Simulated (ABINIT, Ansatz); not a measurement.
# SrTiO3 (Tausonite): G0W0 on several meshes in ABINIT, part 2 of 2

How does the mesh move the gap of SrTiO3 (Tausonite)?

ABINIT 10.8.3; PBE and many-body steps on it, plane waves. Known limits of the many-body steps: not at the basis limit; no spin-orbit coupling; coarse k mesh.

So far. Step 4 (4×4×4): The gap on the mesh goes from 1.91 eV to 3.48 eV, a correction of +1.57 eV. Step 5 (Empty states on the mesh, 6×6×6 mesh, 246 bands): On this mesh the gap is 1.908 eV.

## 7. 6×6×6

This step: G0W0 on PBE, plane waves, norm-conserving pseudopotentials.

File run.abi:

```
acell 3*1.0 Angstrom
rprim 
  3.905280000000 0.000000000000 0.000000000000
  0.000000000000 3.905280000000 0.000000000000
  0.000000000000 0.000000000000 3.905280000000
ntypat 3
znucl 38 22 8
natom 5
typat 1 2 3 3 3
xred 
  0.500000000000 0.500000000000 0.500000000000
  0.000000000000 0.000000000000 0.000000000000
  0.500000000000 0.000000000000 0.000000000000
  0.000000000000 0.500000000000 0.000000000000
  0.000000000000 0.000000000000 0.500000000000
pp_dirpath "pseudos"
pseudos "Sr.upf, Ti.upf, O.upf"
ecut 38
ngkpt 6 6 6
nshiftk 1
shiftk 0 0 0
kptopt 1
chksymbreak 0
istwfk *1
occopt 1
irdwfk 1
optdriver 4
nband 238
gwcalctyp 0
ecutsigx 38
symsigma 1
nkptgw 2
kptgw 
  0.5000000000 0.5000000000 0.5000000000
  0.0000000000 0.0000000000 0.0000000000
bdgw 
  18 23
  18 23
ecuteps 7.8
irdscr 1
ppmodel 1
indata_prefix "in"
outdata_prefix "out"
tmpdata_prefix "tmp"
```

Run with:

```sh
$ OMP_NUM_THREADS=1 mpirun -n 8 abinit run.abi > log
```

What it wrote:

```text
.Version 10.8.3 of ABINIT. v10.8.2 released Aug 2026.

 Symmetries : space group Pm -3 m (#221); Bravais cP (primitive cubic)
[... echo of the input left out ...]
== DATASET  1 ==================================================================
-   mpi_nproc: 8, omp_nthreads: 1 (-1 if OMP is not activated)

--- !DatasetInfo
iteration_state: {dtset: 1, }
dimensions: {natom: 5, nkpt: 20, mband: 238, nsppol: 1, nspinor: 1, nspden: 1, mpw: 4632, }
cutoff_energies: {ecut:  38.0, pawecutdg:  -1.0, }
electrons: {nelect:   4.00000000E+01, charge:   0.00000000E+00, occopt:   1.00000000E+00, tsmear:   1.00000000E-02, }

 SIGMA: Calculation of the GW corrections

 Based on a program developped by R.W. Godby, V. Olevano, G. Onida, and L. Reining.
 Incorporated in ABINIT by V. Olevano, G.-M. Rignanese, and M. Torrent.
.Using double precision arithmetic ; gwpc =  8

[... cell and pseudopotentials left out ...]
--------------------------------------------------------------------------------

 ==== K-mesh for the wavefunctions ====
 Number of points in the irreducible wedge :    20
[... list of points left out ...]
 Together with 48 symmetry operations and time-reversal symmetry
 yields   216 points in the full Brillouin Zone.

 ==== Q-mesh for screening function ====
 Number of points in the irreducible wedge :    20
[... list of points left out ...]
 Together with 48 symmetry operations and time-reversal symmetry
 yields   216 points in the full Brillouin Zone.

 vcoul_init : cutoff-mode = AUXILIARY_FUNCTION
 q-points for optical limit:   1
     1)      0.000010    0.000020    0.000030
 setmesh: FFT mesh size selected  =    45x   45x   45
          total number of points  =        91125

 Number of electrons calculated from density =   40.0000; Expected =   40.0000
[...]
number of omega for Sigma on real axis              0
 max omega for Sigma on real axis  [eV]           0.00
 zcut for avoiding poles [eV]                     0.10

 EPSILON^-1 parameters (SCR file):
 dimension of the eps^-1 matrix on file            437
 dimension of the eps^-1 matrix used               437
 number of plane-waves for wavefunctions          4457
 number of bands                                   238
 number of q-points in IBZ                          20
 number of frequencies                               2
 number of real frequencies                          1
 number of imag frequencies                          1

 matrix elements of self-energy operator (all in [eV])

 Perturbative Calculation

--- !SelfEnergy_ee
iteration_state: {dtset: 1, }
kpoint     : [   0.500,    0.500,    0.500, ]
spin       : 1
KS_gap     :    4.517
QP_gap     :    6.381
Delta_QP_KS:    1.865
data: !SigmaeeData |
     Band     E0 <VxcDFT>   SigX SigC(E0)      Z dSigC/dE  Sig(E)    E-E0       E
       18   6.925 -20.192 -25.213   4.655   0.766  -0.306 -20.473  -0.280   6.645
       19   6.925 -20.192 -25.213   4.655   0.766  -0.306 -20.473  -0.280   6.645
       20   6.925 -20.192 -25.213   4.655   0.766  -0.306 -20.473  -0.280   6.645
[...]
--- !SelfEnergy_ee
iteration_state: {dtset: 1, }
kpoint     : [   0.000,    0.000,    0.000, ]
spin       : 1
KS_gap     :    2.263
QP_gap     :    3.851
Delta_QP_KS:    1.588
data: !SigmaeeData |
     Band     E0 <VxcDFT>   SigX SigC(E0)      Z dSigC/dE  Sig(E)    E-E0       E
[...]
22   8.833 -18.887 -11.515  -5.710   0.780  -0.282 -17.591   1.296  10.129
       23   8.833 -18.887 -11.515  -5.710   0.780  -0.282 -17.591   1.296  10.129

== END DATASET(S) ==============================================================
================================================================================

 -outvars: echo values of variables after computation  --------
           etotal      0.0000000000E+00
            nband         238
             nkpt          20
          spgroup         221
 [... the other variables as echoed above ...]

 Calculation completed.
```

The job ended after 2 min (8 MPI ranks of Arm Neoverse N1, shared host; peak memory 5.1 GiB; 16 min of CPU time).

This step gave:

| Item | Value |
| --- | --- |
| G0W0 gap on the points computed | 3.484 eV |
| starting gap on the mesh | 1.908 eV |
| k of the valence top | 0.5, 0.5, 0.5 |
| k of the conduction bottom | 0, 0, 0 |
| Z at the valence top | 0.766 |
| Z at the conduction bottom | 0.78 |
| least direct G0W0 gap on the computed points | 3.851 eV |

Against G0W0 in ABINIT (4×4×4 mesh, 238 bands, screening to 212.2 eV, Godby-Needs plasmon pole), the gap moves by +0.006 eV.

## 8. The runs together

Times are wall times on 8 MPI ranks of Arm Neoverse N1, shared host, good to a factor of about two. A run's time includes the screening step that it read.

| run | mesh | bands | screening cutoff (eV) | DFT gap (eV) | gap on the mesh (eV) | direct (eV) | ε∞ used | time |
| --- | --- | --- | --- | --- | --- | --- | --- | --- |
| 4×4×4 | 4×4×4 | 238 | 212.2 | 1.908 | 3.478 | 3.854 | 6.39 | 5.7 min |
| 6×6×6 | 6×6×6 | 238 | 212.2 | 1.908 | 3.484 | 3.851 | 5.97 | 31 min |

## 9. Results

```yaml
4x4x4: 3.478 eV
6x6x6: 3.484 eV
known_limits: not at the basis limit; no spin-orbit coupling; coarse k mesh
```

What this shows: 6×6×6: +0.006 eV against 4×4×4. Bands and cutoff are finite, so the gap is not at the basis limit. The miss can reach some tenths of an eV and take either sign; the mesh is an error of its own. In the first G0W0 run levels were corrected at 2 k points alone, so a gap called «on the mesh» is the least over those, and an edge elsewhere would be missed. The 4×4×4 mesh is coarse for this cell, which bears on the long-range parts of exchange and screening. This is the ideal cubic cell; many perovskites, halides above all, are cubic only on average, and local tilts or off-centring can widen the gap. The many-body steps are scalar-relativistic: spin-orbit coupling is not in them.

[Paths, hosts, dates, memory and timing lines, banners, echoed tables and standing remarks are left out of the program output.]

[Logs are printed without paths, hosts, clocks, repeated set-up lines and the standing remarks that a program may print on its own settings, such as how far it seeks lower states.]

[Runs of the session that timed out or met a known fault of the program may be left out.]

[No measured gap is set beside runs whose start may be inverted or whose files or cutoffs have a known fault.]

[Hosts, paths, dates, database ids (printed as entryN), source tags and the programs' standing remarks are cut or masked in the printed files.]

[G0W0 gaps are taken among the corrected bands and points alone; a level outside them can change the order at an edge.]

[Where Ansatz stands beside ABINIT at settings called matched, ABINIT's density can come from a denser mesh and the files from another edition; pairs whose starting gaps differed by over 0.03 eV were left out, so agreement reads better than it is.]
